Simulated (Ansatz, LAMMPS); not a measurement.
# Static equation of state of glassy 62SiO2-19Al2O3-19CaO (mol %) (118 atoms)

Density of this cell: 2.69 g/cm³. The cell holds 118 atoms: 23 Si, 14 Al, 7 Ca and 74 O. Its edges and angles: a = 11.586 Å, b = 11.407 Å, c = 11.617 Å, α = 92.4°, β = 89.6°, γ = 89.8°. The starting structure: 118 atoms (23 Si, 14 Al, 7 Ca, 74 O) placed at random at 2.57 g/cm³, melted at 4000 K for 10 ps at fixed volume with the Morse and Coulomb pair potential with partial charges (Pedone, Malavasi, Menziani, Cormack and Segre, J. Phys. Chem. B 110, 11780 (2006)). Quenched from 4000 K to 300 K at 50 K/ps and fixed volume, held 10 ps at zero pressure, then minimised at fixed cell.

Calculated with Ansatz 0.2.0: Kohn-Sham DFT, PBEsol, PAW (set soft_2), plane waves; cutoff 420 eV, Γ point, gaussian smearing of 0.05 eV. Cell and atoms were relaxed first, to V0 = 12.999 Å³ an atom at a residual P0 = 0.000 GPa. The cell was then scaled evenly, and the atoms were relaxed at each volume.

```
volume (Å³/atom)  pressure (GPa)
          11.699           7.332
          12.219               ?
          12.609           1.926
          13.389          -1.726
          13.779          -3.224
```

Task: Fit the third-order Birch–Murnaghan equation to the rows given and interpolate to the withheld row.

Worked fit:

Take the Eulerian strain f = ½[(V0/V)^(2/3) − 1] and the normalised pressure F = (P − P0) / [3f(1 + 2f)^(5/2)]. The third-order Birch–Murnaghan equation is then the line F = B0 + (3/2)B0(B′ − 4) f, so u = f and v = F.

```
      u = f  v = F (GPa)
  0.0363831      56.3535
  0.0102567      59.4865
-0.00975642      61.9701
 -0.0190507      62.1644
```

With n = 4: mean u = 0.00445816, mean v = 59.9936, Σ(u − ū)² = 0.0018075, Σ(u − ū)(v − v̄) = -0.19828. Slope b = -0.19828 / 0.0018075 = -109.69; intercept a = v̄ − b ū = 60.483.

So B0 = a = 60.5 GPa and B′ = 4 + 2b/(3a) = 2.79. At the withheld volume f = 0.02106, F = a + b f = 58.17 GPa, and P = P0 + 3f(1 + 2f)^(5/2) F.

Prediction at 12.219: 4.074 GPa. The run gave 4.149 GPa, so the fit is low by 0.075 GPa (1.8 % of the value).

Among the rows given, the largest miss of the fit is at 13.779, by 0.021 GPa (0.20 % of the range of the table).

Limits: Static cells at zero temperature; the cell shape is held. The program notes that the SCF threshold of these relaxations is loose for the stress. The quench rate of 50 K/ps is many orders above laboratory rates, so the cell is likely richer in defects and strain than a real sample. The network of bonds at the start is that of the classical potential that made the cell, and needn't be the one that DFT or experiment would give. Only the Γ point is sampled, in a cell whose shortest periodic width is 11 Å.

[Logs are printed without paths, hosts, clocks, repeated set-up lines and the standing remarks that a program may print on its own settings, such as how far it seeks lower states.]

[Hosts, paths, dates, database ids (printed as entryN), source tags and the programs' standing remarks are cut or masked in the printed files.]
